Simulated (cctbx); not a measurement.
# Accept or mend?

Cell a = 7.0800 Å, b = 8.9240 Å, c = 6.5580 Å, α = 90.00°, β = 90.00°, γ = 90.00°; space group Pnma (no. 62). The compound is YbMnS3.

The data are simulated with cctbx, not measured: Mo Kα, λ = 0.71073 Å, to d = 0.8 Å, 70 % of the full sphere, strongest reflection 70000 counts, noise from counting, a 3 % proportional error and a noise floor of 15 counts (s.d.); no absorption, and some extinction, which the refinements don't model.

An anisotropic refinement with weights 1/σ² prints:

```text
Rint 0.024, 450 unique reflections to 0.80 A
cycle     R1     wR2    GooF  max shift (A)
   1  0.1066  0.3089  16.130   0.00133
   2  0.0336  0.1009   5.268   0.00022
final R1 0.0336 wR2 0.1009 GooF 5.267  parameters 27  data/parameter 16.7
atom        x        y        z      Ueq    occ   su(xyz)  su(Uiso or U11)
Yb1    0.92000  0.75000  0.02128   0.0024  1.000  0.00009  0.0004
As1    0.00000  0.00000  0.50000   0.0257  1.000  0.00000  0.0015
S1     0.33473  0.05499  0.70251   0.0031  1.000  0.00037  0.0010
S2     0.54396  0.75000  0.87725   0.0027  1.000  0.00052  0.0014
difference map: max 2.99 min -6.15 rms 0.60
Q1    0.0688  0.2500  0.0012    4    3.16  0.17 A from Yb1
Q2    0.1074  0.5085  0.6229    8    1.01  1.11 A from As1
Q3    0.0976  0.0033  0.3651    8    1.00  1.12 A from As1
Q4    0.1187  0.5831  0.4969    8    0.90  1.12 A from As1
Q5    0.1129  0.0852  0.4959    8    0.86  1.10 A from As1
Q6    0.9994  0.2500  0.8141    4    0.84  1.22 A from Yb1
```

Q: Accept it or mend it, and why?

Mend it. The fault: wrong element: As1 is Mn. Against the right model at the same level, R1 goes from 0.0076 to 0.0336 and GooF from 0.95 to 5.27, U of As1 swells from 0.0037 to 0.0257 Å², the top difference peak, 3.2 e/Å³, lies on Yb1 and a hole of -6.2 e/Å³ opens. As1 has 8 electrons too many and its U swells to shed them, as expected.

The compound is YbMnS3. The right model at the same level gives:

```text
Rint 0.024, 450 unique reflections to 0.80 A
cycle     R1     wR2    GooF  max shift (A)
   1  0.0108  0.0274   1.429   0.00033
   2  0.0076  0.0183   0.955   0.00000
final R1 0.0076 wR2 0.0183 GooF 0.955  parameters 27  data/parameter 16.7
atom        x        y        z      Ueq    occ   su(xyz)  su(Uiso or U11)
Yb1    0.92012  0.75000  0.02112   0.0028  1.000  0.00002  0.0001
Mn1    0.00000  0.00000  0.50000   0.0037  1.000  0.00000  0.0002
S1     0.33474  0.05508  0.70258   0.0041  1.000  0.00007  0.0002
S2     0.54408  0.75000  0.87729   0.0037  1.000  0.00010  0.0003
difference map: max 0.42 min -0.47 rms 0.11
Q1    0.0913  0.2500  0.3493    4    0.43  0.98 A from S2
Q2    0.1808  0.6367  0.5135    8    0.39  1.57 A from S2
Q3    0.2407  0.0170  0.9500    8    0.36  1.79 A from S1
Q4    0.9992  0.1795  0.2289    8    0.36  1.20 A from S2
Q5    0.0727  0.0074  0.3470    8    0.33  1.13 A from Mn1
Q6    1.0000  0.2500  0.8270    4    0.32  1.15 A from Yb1
```

Isotropic U is held between 0.0001 and 1 Å² by the program, and listed peak heights are interpolated, so they can pass the grid's maximum.

The model is made up (kin elements in a known structure type, no relaxation), so it says nothing on whether the phase exists.

[Middle refinement cycles are left out of these outputs.]

[Logs are printed without paths, hosts, clocks, repeated set-up lines and the standing remarks that a program may print on its own settings, such as how far it seeks lower states.]
